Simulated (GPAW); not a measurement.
**STM contrast on a 8-layer slab of Cu(100)**

Wanted: filled- and empty-state images of a 8-layer slab of Cu(100), with its work function.

Method: GPAW, PAW setups; slab in vacuum, relaxation, in the first sound run; inputs show where later runs differ, in GPAW 26.7.0.

Most raw output is cut from this account.

**1. The structure**

The cell holds 8 atoms: 8 Cu. Cell: a = 2.553 Å, b = 2.553 Å, c = 26.635 Å, α = 90.0°, β = 90.0°, γ = 90.0°. Vacuum lies along c.

**2. Relaxation**

Forces are removed first; all later runs use this geometry. The lowest 4 atoms are held at bulk positions and keep their forces.

The input, run.py:

```python
import json
import numpy as np
from ase import Atoms
from ase.constraints import FixAtoms
from ase.optimize import BFGS
from gpaw import GPAW, PW

slab = Atoms(
    ['Cu', 'Cu', 'Cu', 'Cu', 'Cu', 'Cu', 'Cu', 'Cu'],
    positions=[
        [1.27633, 1.27633, 7.00000],
        [0.00000, 0.00000, 8.80500],
        [1.27633, 1.27633, 10.61000],
        [0.00000, 0.00000, 12.41500],
        [1.27633, 1.27633, 14.22000],
        [0.00000, 0.00000, 16.02500],
        [1.27633, 1.27633, 17.83000],
        [0.00000, 0.00000, 19.63500]],
    cell=[[2.55266, 0.0, 0.0], [0.0, 2.55266, 0.0], [0.0, 0.0, 26.635]],
    pbc=[True, True, False])

slab.calc = GPAW(mode=PW(400), xc='PBE', kpts={'size': (12, 12, 1), 'gamma': True},
                 occupations={'name': 'fermi-dirac', 'width': 0.1}, nbands='160%',
                 convergence={'density': 1e-05}, maxiter=200,
                 poissonsolver={'dipolelayer': 'xy'},
                 symmetry={'tolerance': 1e-3, 'extra_ids': [1, 1, 1, 1, 0, 0, 0, 0]}, txt='slab.txt')
result = {}
slab.set_constraint(FixAtoms([0, 1, 2, 3]))
path = []
opt = BFGS(slab, maxstep=0.2)
opt.attach(lambda: path.append((slab.get_potential_energy(), slab.positions.tolist(), slab.get_forces().tolist())))
result['relaxed'] = bool(opt.run(fmax=0.03, steps=40))
result['path'] = path
energy = slab.get_potential_energy()
fermi = slab.calc.get_fermi_level()
v = slab.calc.get_electrostatic_potential().mean((0, 1)) - fermi
n = slab.calc.get_pseudo_density().mean((0, 1))
L = slab.cell[2, 2]
z = np.arange(len(v)) * L / len(v)
low, high = slab.positions[:, 2].min(), slab.positions[:, 2].max()
below, above = np.interp([low - 4.8, high + 4.8], z, v)
slopes = [np.interp(x, z, np.gradient(v, z)) for x in (low - 4.8, high + 4.8)]
eps = np.array([[slab.calc.get_eigenvalues(k, s) for k in range(len(slab.calc.get_ibz_k_points()))]
                for s in range(slab.calc.get_number_of_spins())]) - fermi
top, bottom = eps[eps < 0].max(), eps[eps > 0].min()
dipole = slab.get_dipole_moment()[2]
print(f'energy {energy:.4f} eV, Fermi level {fermi:.4f} eV, dipole {dipole:.5f} e A')
print(f'potential 4.8 A off the faces, from the Fermi level: lower {below:.4f} eV, upper {above:.4f} eV')
print(f'slope of the potential there: lower {slopes[0]:.5f}, upper {slopes[1]:.5f} eV/A')
print(f'nearest levels on the mesh: {top:.4f} and {bottom:.4f} eV')
print('magnetic moment', round(slab.get_magnetic_moment(), 3))
result.update(energy=energy, fermi=fermi, dipole=dipole, below=below, above=above, slopes=slopes, edges=[top, bottom],
              z=z.tolist(), v=v.tolist(), n=n.tolist(), positions=slab.positions.tolist(),
              forces=slab.get_forces(apply_constraint=False).tolist(), moments=slab.get_magnetic_moments().tolist())
json.dump(result, open('result.json', 'w'))
```

The run is started by

```
$ OMP_NUM_THREADS=1 OPENBLAS_NUM_THREADS=1 python run.py
```

Run time: 16 min. Hardware: 1 thread of Intel Xeon 6975P-C (Granite Rapids), shared host; peak memory 0.28 GiB.

Step by step:

| step | energy less that of the first step (eV) | largest force (eV/Å) |
| --- | --- | --- |
| 1 | 0.0000 | 0.2197 |
| 2 | -0.0007 | 0.1925 |
| 3 | -0.0030 | 0.0736 |
| 4 | -0.0031 | 0.0745 |
| 5 | -0.0044 | 0.1060 |
| 6 | -0.0058 | 0.1198 |
| 7 | -0.0069 | 0.1284 |
| 8 | -0.0083 | 0.1412 |
| 9 | -0.0091 | 0.1203 |
| 10 | -0.0107 | 0.0744 |
| 11 | -0.0111 | 0.0421 |
| 12 | -0.0113 | 0.0135 |

The atoms that moved most (Å):

| atom | dx | dy | dz | length |
| --- | --- | --- | --- | --- |
| Cu7 | 0.000 | 0.000 | 0.124 | 0.124 |
| Cu8 | 0.000 | 0.000 | 0.111 | 0.111 |
| Cu6 | 0.000 | 0.000 | 0.081 | 0.081 |
| Cu5 | 0.000 | 0.000 | 0.042 | 0.042 |

The relaxed structure:

```xyz
8
Lattice="2.5527 0.0000 0.0000 0.0000 2.5527 0.0000 0.0000 0.0000 26.6350" Properties=species:S:1:pos:R:3
Cu    1.2763    1.2763    7.0000
Cu    0.0000    0.0000    8.8050
Cu    1.2763    1.2763   10.6100
Cu    0.0000    0.0000   12.4150
Cu    1.2763    1.2763   14.2623
Cu    0.0000    0.0000   16.1062
Cu    1.2763    1.2763   17.9538
Cu    0.0000    0.0000   19.7457
```

This step gave:

```yaml
dipole_along_the_normal: 3.92e-4 e·Å
levels_nearest_the_fermi_level_on_the_mesh: -0.01450, 1.45e-4 eV from the Fermi level
upper_work_function: 4.554 eV
lower_work_function: 4.569 eV
```

The electrostatic potential energy of an electron (without an applied field's), less the Fermi level, planar mean oscillates, so the rows of the table below give means over windows of 1.81 Å about each position, cut where the curve ends. Its maxima inside the range that stand out by 2 % of the span (Å: eV): 7.9: -1.55, 9.7: -1.65, 11.5: -1.63, 13.3: -1.26, 15.2: -1.33, 17.0: -1.26, 18.9: -1.66. Its minima: 7.0: -15.8, 8.8: -16.1, 10.7: -16.0, 12.5: -15.9, 14.3: -16.0, 16.1: -16.0, 18.0: -16.0, 19.7: -15.8.

The electrostatic potential energy of an electron (without an applied field's), less the Fermi level, planar mean by z; means over each step:

| z (Å) | electrostatic potential energy of an electron (without an applied field's), less the Fermi level, planar mean (eV) |
| --- | --- |
| 0.91 | 4.57 |
| 2.71 | 4.57 |
| 4.52 | 4.43 |
| 6.33 | -4.52 |
| 8.14 | -8.04 |
| 9.95 | -8.10 |
| 11.76 | -8.08 |
| 13.57 | -7.69 |
| 15.38 | -7.70 |
| 17.20 | -7.69 |
| 19.00 | -8.11 |
| 20.81 | -0.302 |
| 22.62 | 4.50 |
| 24.43 | 4.55 |
| 26.24 | 4.56 |

The pseudo valence density, planar mean oscillates, so the rows of the table below give means over windows of 1 Å about each position, cut where the curve ends. Its maxima inside the range that stand out by 2 % of the span (Å: e/Å³): 7.0: 2.10, 8.7: 2.05, 10.7: 2.09, 12.4: 2.07, 14.3: 2.12, 16.2: 2.00, 17.9: 2.07, 19.8: 2.04. Its minima: 7.9: 0.305, 9.8: 0.316, 11.5: 0.305, 13.4: 0.295, 15.1: 0.292, 17.0: 0.288, 18.8: 0.320.

The pseudo valence density, planar mean by z; means over each step:

z (Å), pseudo valence density, planar mean (e/Å³) and a bar:
```
        3       0.00 
        4       0.00 
        5       0.01 
        6       0.17 ####
        7       1.34 ##############################
        8       0.50 ###########
        9       1.28 ############################
       10       0.71 ################
       11       1.05 #######################
       12       1.01 ######################
       13       0.74 ################
       14       1.22 ###########################
       15       0.53 ############
       16       1.32 #############################
       17       0.45 ##########
       18       1.35 ##############################
       19       0.57 #############
       20       1.18 ##########################
       21       0.08 ##
       22       0.01 
       23       0.00 
       24       0.00
```

The relaxation lowered the energy of the cell by 0.0113 eV (energies extrapolated to zero smearing; the optimiser's log prints free energies). The largest force left on a free atom is 0.014 eV/Å.

**3. The slab's potential**

The work function is the vacuum plateau of the electrostatic potential less the Fermi level; a dipole layer lets the two faces have plateaus of their own.

This step: GPAW, PAW setups; slab in vacuum (GPAW 26.7.0).

run.py: that of step 2 with these lines changed.

```diff
@@ -3,4 +3,3 @@
 from ase import Atoms
-from ase.constraints import FixAtoms
-from ase.optimize import BFGS
+from ase.dft.stm import STM
 from gpaw import GPAW, PW
@@ -14,6 +13,6 @@
         [0.00000, 0.00000, 12.41500],
-        [1.27633, 1.27633, 14.22000],
-        [0.00000, 0.00000, 16.02500],
-        [1.27633, 1.27633, 17.83000],
-        [0.00000, 0.00000, 19.63500]],
+        [1.27633, 1.27633, 14.26233],
+        [0.00000, -0.00000, 16.10624],
+        [1.27633, 1.27633, 17.95384],
+        [0.00000, -0.00000, 19.74566]],
     cell=[[2.55266, 0.0, 0.0], [0.0, 2.55266, 0.0], [0.0, 0.0, 26.635]],
@@ -25,10 +24,4 @@
                  poissonsolver={'dipolelayer': 'xy'},
-                 symmetry={'tolerance': 1e-3, 'extra_ids': [1, 1, 1, 1, 0, 0, 0, 0]}, txt='slab.txt')
+                 symmetry={'tolerance': 1e-3}, txt='slab.txt')
 result = {}
-slab.set_constraint(FixAtoms([0, 1, 2, 3]))
-path = []
-opt = BFGS(slab, maxstep=0.2)
-opt.attach(lambda: path.append((slab.get_potential_energy(), slab.positions.tolist(), slab.get_forces().tolist())))
-result['relaxed'] = bool(opt.run(fmax=0.03, steps=40))
-result['path'] = path
 energy = slab.get_potential_energy()
@@ -54,2 +47,16 @@
               forces=slab.get_forces(apply_constraint=False).tolist(), moments=slab.get_magnetic_moments().tolist())
+
+# Images need the states of the whole zone, up to time reversal
+slab.calc = slab.calc.fixed_density(symmetry={'point_group': False}, txt='states.txt',
+                                    convergence={'bands': 'CBM+0.8'})
+stm = STM(slab)
+result['stm'] = []
+for bias in [-0.5, 0.5]:
+    height = high + 3.5
+    current = stm.get_averaged_current(bias, height)
+    x, y, h = stm.scan(bias, current)
+    i, f = divmod(height / L * stm.ldos.shape[2], 1)
+    I = abs((1 - f) * stm.ldos[:, :, int(i)] + f * stm.ldos[:, :, int(i) + 1])
+    print(f'bias {bias} V: mean current at 3.5 A {current:.4e}, corrugation {np.ptp(h):.4f} A')
+    result['stm'].append(dict(bias=bias, current=current, h=(h - high).tolist(), I=I.tolist()))
 json.dump(result, open('result.json', 'w'))
```

Run time: 4.4 min. Hardware: 1 thread; peak memory 0.64 GiB.

Numbers from this step:

- dipole along the normal: 5.14e-4 e·Å
- levels nearest the Fermi level on the mesh: -0.01495, 1.52e-4 eV from the Fermi level
- corrugation -0.5: 0.03981 Å
- corrugation 0.5: 0.04116 Å

The electrostatic potential energy of an electron (without an applied field's), less the Fermi level, planar mean by z:

| z (Å) | electrostatic potential energy of an electron (without an applied field's), less the Fermi level, planar mean (eV) |
| --- | --- |
| 0.0 | 4.56 |
| 0.5 | 4.57 |
| 1.0 | 4.57 |
| 1.5 | 4.57 |
| 2.0 | 4.57 |
| 2.5 | 4.57 |
| 3.0 | 4.57 |
| 3.5 | 4.56 |
| 4.0 | 4.55 |
| 4.5 | 4.51 |
| 5.0 | 4.35 |
| 5.5 | 3.78 |
| 6.0 | 1.74 |
| 6.5 | -5.59 |
| 7.0 | -15.7 |
| 7.5 | -6.01 |
| 8.0 | -1.87 |
| 8.5 | -11.2 |
| 9.0 | -13.8 |
| 9.5 | -2.89 |
| 10.0 | -4.05 |
| 10.5 | -15.2 |
| 11.0 | -8.88 |
| 11.5 | -1.65 |
| 12.0 | -8.24 |
| 12.5 | -15.5 |
| 13.0 | -4.31 |
| 13.5 | -1.99 |
| 14.0 | -12.1 |
| 14.5 | -12.7 |
| 15.0 | -2.21 |
| 15.5 | -4.00 |
| 16.0 | -15.2 |
| 16.5 | -8.68 |
| 17.0 | -1.35 |
| 17.5 | -7.22 |
| 18.0 | -16.0 |
| 18.5 | -5.31 |
| 19.0 | -2.31 |
| 19.5 | -12.4 |
| 20.0 | -12.1 |
| 20.5 | -0.799 |
| 21.0 | 3.08 |
| 21.5 | 4.14 |
| 22.0 | 4.44 |
| 22.5 | 4.52 |
| 23.0 | 4.54 |
| 23.5 | 4.55 |
| 24.0 | 4.55 |
| 24.5 | 4.55 |
| 25.0 | 4.55 |
| 25.5 | 4.55 |
| 26.0 | 4.55 |
| 26.5 | 4.56 |

Table of pseudo valence density, planar mean by z:

| z (Å) | pseudo valence density, planar mean (e/Å³) |
| --- | --- |
| 3.5 | 1.8e-4 |
| 4.0 | 6.3e-4 |
| 4.5 | 0.00224 |
| 5.0 | 0.00815 |
| 5.5 | 0.0287 |
| 6.0 | 0.109 |
| 6.5 | 0.569 |
| 7.0 | 2.04 |
| 7.5 | 0.601 |
| 8.0 | 0.328 |
| 8.5 | 1.17 |
| 9.0 | 1.62 |
| 9.5 | 0.380 |
| 10.0 | 0.425 |
| 10.5 | 1.83 |
| 11.0 | 0.899 |
| 11.5 | 0.307 |
| 12.0 | 0.820 |
| 12.5 | 1.88 |
| 13.0 | 0.437 |
| 13.5 | 0.332 |
| 14.0 | 1.36 |
| 14.5 | 1.44 |
| 15.0 | 0.342 |
| 15.5 | 0.437 |
| 16.0 | 1.90 |
| 16.5 | 0.889 |
| 17.0 | 0.297 |
| 17.5 | 0.686 |
| 18.0 | 1.93 |
| 18.5 | 0.524 |
| 19.0 | 0.352 |
| 19.5 | 1.41 |
| 20.0 | 1.33 |
| 20.5 | 0.226 |
| 21.0 | 0.0549 |
| 21.5 | 0.0149 |
| 22.0 | 0.00420 |
| 22.5 | 0.00119 |
| 23.0 | 3.3e-4 |
| 23.5 | 9.5e-5 |

Tip height over the top atom over a1 and a2. Sample bias -0.5 V, constant current at the mean current 3.5 Å over the top atom.

Values in Å, 12 rows by 12 columns:
```
3.519 3.517 3.510 3.506 3.506 3.502 3.497 3.502 3.506 3.506 3.510 3.517
3.511 3.510 3.505 3.500 3.501 3.500 3.498 3.500 3.501 3.500 3.505 3.510
3.507 3.506 3.500 3.493 3.492 3.493 3.493 3.493 3.492 3.493 3.500 3.506
3.507 3.506 3.501 3.492 3.489 3.488 3.487 3.488 3.489 3.492 3.501 3.506
3.501 3.502 3.500 3.493 3.488 3.485 3.484 3.485 3.488 3.493 3.500 3.502
3.494 3.497 3.498 3.493 3.487 3.484 3.482 3.484 3.487 3.493 3.498 3.497
3.501 3.502 3.500 3.493 3.488 3.485 3.484 3.485 3.488 3.493 3.500 3.502
3.507 3.506 3.501 3.492 3.489 3.488 3.487 3.488 3.489 3.492 3.501 3.506
3.507 3.506 3.500 3.493 3.492 3.493 3.493 3.493 3.492 3.493 3.500 3.506
3.511 3.510 3.505 3.500 3.501 3.500 3.498 3.500 3.501 3.500 3.505 3.510
3.519 3.517 3.510 3.506 3.506 3.502 3.497 3.502 3.506 3.506 3.510 3.517
3.522 3.519 3.511 3.507 3.507 3.501 3.494 3.501 3.507 3.507 3.511 3.519
```
Columns: a1 from 0 to 0.917; rows upwards: a2 from 0 to 0.917.

Local density of states summed over the bias window over a1 and a2. Sample bias -0.5 V, constant height 3.5 Å over the top atom.

Ten even steps from '_' (2.58 × 1e-5 arbitrary) to '@' (2.79 × 1e-5 arbitrary):
```
%%%%**++++==--==++++**%%
****++--------------++**
++++--::::::::::::::--++
++++--::....__....::--++
--==--::..______..::--==
::----::__________::----
--==--::..______..::--==
++++--::....__....::--++
++++--::::::::::::::--++
****++--------------++**
%%%%**++++==--==++++**%%
@@%%**++++--::--++++**%%
```
Columns: a1 from 0 to 0.917; rows upwards: a2 from 0 to 0.917.

Tip height over the top atom over a1 and a2. Sample bias 0.5 V, constant current at the mean current 3.5 Å over the top atom.

Values in Å, 12 rows by 12 columns:
```
3.518 3.514 3.507 3.504 3.504 3.502 3.500 3.502 3.504 3.504 3.507 3.514
3.508 3.507 3.503 3.500 3.500 3.500 3.500 3.500 3.500 3.500 3.503 3.507
3.506 3.504 3.500 3.496 3.495 3.494 3.494 3.494 3.495 3.496 3.500 3.504
3.506 3.504 3.500 3.495 3.493 3.491 3.489 3.491 3.493 3.495 3.500 3.504
3.501 3.502 3.500 3.494 3.491 3.487 3.485 3.487 3.491 3.494 3.500 3.502
3.497 3.500 3.500 3.494 3.489 3.485 3.482 3.485 3.489 3.494 3.500 3.500
3.501 3.502 3.500 3.494 3.491 3.487 3.485 3.487 3.491 3.494 3.500 3.502
3.506 3.504 3.500 3.495 3.493 3.491 3.489 3.491 3.493 3.495 3.500 3.504
3.506 3.504 3.500 3.496 3.495 3.494 3.494 3.494 3.495 3.496 3.500 3.504
3.508 3.507 3.503 3.500 3.500 3.500 3.500 3.500 3.500 3.500 3.503 3.507
3.518 3.514 3.507 3.504 3.504 3.502 3.500 3.502 3.504 3.504 3.507 3.514
3.523 3.518 3.508 3.506 3.506 3.501 3.497 3.501 3.506 3.506 3.508 3.518
```
Columns: a1 from 0 to 0.917; rows upwards: a2 from 0 to 0.917.

Local density of states summed over the bias window over a1 and a2. Sample bias 0.5 V, constant height 3.5 Å over the top atom.

Ten even steps from '0' (4.16 × 1e-5 arbitrary) to '9' (4.48 × 1e-5 arbitrary):
```
875444344457
554333333345
543222222234
543221112234
443211011234
333210001233
443211011234
543221112234
543222222234
554333333345
875444344457
985554345558
```
Columns: a1 from 0 to 0.917; rows upwards: a2 from 0 to 0.917.

Force by atom:

| atom | x (eV/Å) | y (eV/Å) | z (eV/Å) | size |
| --- | --- | --- | --- | --- |
| Cu1 | 0.000 | 0.000 | 0.038 | 0.038 |
| Cu2 | 0.000 | 0.000 | -0.220 | 0.220 |
| Cu3 | 0.000 | 0.000 | 0.017 | 0.017 |
| Cu4 | 0.000 | 0.000 | 0.173 | 0.173 |
| Cu5 | 0.000 | 0.000 | -0.014 | 0.014 |
| Cu6 | 0.000 | 0.000 | -0.007 | 0.007 |
| Cu7 | 0.000 | 0.000 | 0.009 | 0.009 |
| Cu8 | 0.000 | 0.000 | 0.002 | 0.002 |

The potential is flat to 6.7e-4 eV/Å where it is read, so the vacuum is wide enough.

**4. A changed run**

One more run, with changed settings.

run.py: that of step 3 with these lines changed.

```diff
@@ -3,3 +3,2 @@
 from ase import Atoms
-from ase.dft.stm import STM
 from gpaw import GPAW, PW
@@ -18,3 +17,3 @@
     cell=[[2.55266, 0.0, 0.0], [0.0, 2.55266, 0.0], [0.0, 0.0, 26.635]],
-    pbc=[True, True, False])
+    pbc=[True, True, True])
 
@@ -22,3 +21,3 @@
                  occupations={'name': 'fermi-dirac', 'width': 0.1}, nbands='160%',
-                 convergence={'density': 1e-05}, maxiter=200,
+                 convergence={'density': 1e-05}, maxiter=75,
                  poissonsolver={'dipolelayer': 'xy'},
@@ -47,16 +46,2 @@
               forces=slab.get_forces(apply_constraint=False).tolist(), moments=slab.get_magnetic_moments().tolist())
-
-# Images need the states of the whole zone, up to time reversal
-slab.calc = slab.calc.fixed_density(symmetry={'point_group': False}, txt='states.txt',
-                                    convergence={'bands': 'CBM+0.8'})
-stm = STM(slab)
-result['stm'] = []
-for bias in [-0.5, 0.5]:
-    height = high + 3.5
-    current = stm.get_averaged_current(bias, height)
-    x, y, h = stm.scan(bias, current)
-    i, f = divmod(height / L * stm.ldos.shape[2], 1)
-    I = abs((1 - f) * stm.ldos[:, :, int(i)] + f * stm.ldos[:, :, int(i) + 1])
-    print(f'bias {bias} V: mean current at 3.5 A {current:.4e}, corrugation {np.ptp(h):.4f} A')
-    result['stm'].append(dict(bias=bias, current=current, h=(h - high).tolist(), I=I.tolist()))
 json.dump(result, open('result.json', 'w'))
```

Elapsed: 0.6 s, on 1 thread; peak memory 0.14 GiB.

The program refused the input before any cycle.

The fault put into the input: a dipole layer in a cell that repeats along the normal (pbc_z = true).

**5. Outcome**

| Item | Value |
| --- | --- |
| work function, upper and lower face | 4.554 and 4.569 eV |
| dipole along the normal | 5.1e-4 e Å |
| corrugation at -0.5 V | 0.0398 Å |
| corrugation at 0.5 V | 0.0412 Å as printed, 0.028 Å or less without short-wave noise |

In words: At 0.5 V GPAW's map carries short-wave noise, which can't be real at this height: without waves under 1.5 Å it spans 0.028 Å against 0.041 Å printed. The reading below uses the filtered value, which may still be too high. In GPAW's constant-current maps the tip height varies by under 0.05 Å at every bias shown (0.040 Å at most), which is near the numerical ripple of the maps: an s-wave tip would see an almost flat surface. Negative sample bias images filled states, positive bias empty ones. The measured value for this face is 4.73 eV (as compiled in "Anisotropic work function of elemental crystals", 2019, arxiv:1902.07811); the relaxed upper face lies 0.18 eV under it with PBE. Measured work functions scatter by a tenth of an eV or more between methods. The images are of Tersoff-Hamann type: an s-wave tip, no tip-sample forces, heights closer than in a microscope. The small printed dipole stands for a step of -14 meV from the lower to the upper face, and the probes find -15 meV; values this small are near the numerical noise of both. The in-plane lattice was kept as typed, which isn't the functional's own and leaves some strain; spin-orbit coupling and temperature are left out.

[Logs are printed without paths, hosts, clocks, repeated set-up lines and the standing remarks that a program may print on its own settings, such as how far it seeks lower states.]

[Hosts, paths, dates, database ids (printed as entryN), source tags and the programs' standing remarks are cut or masked in the printed files.]
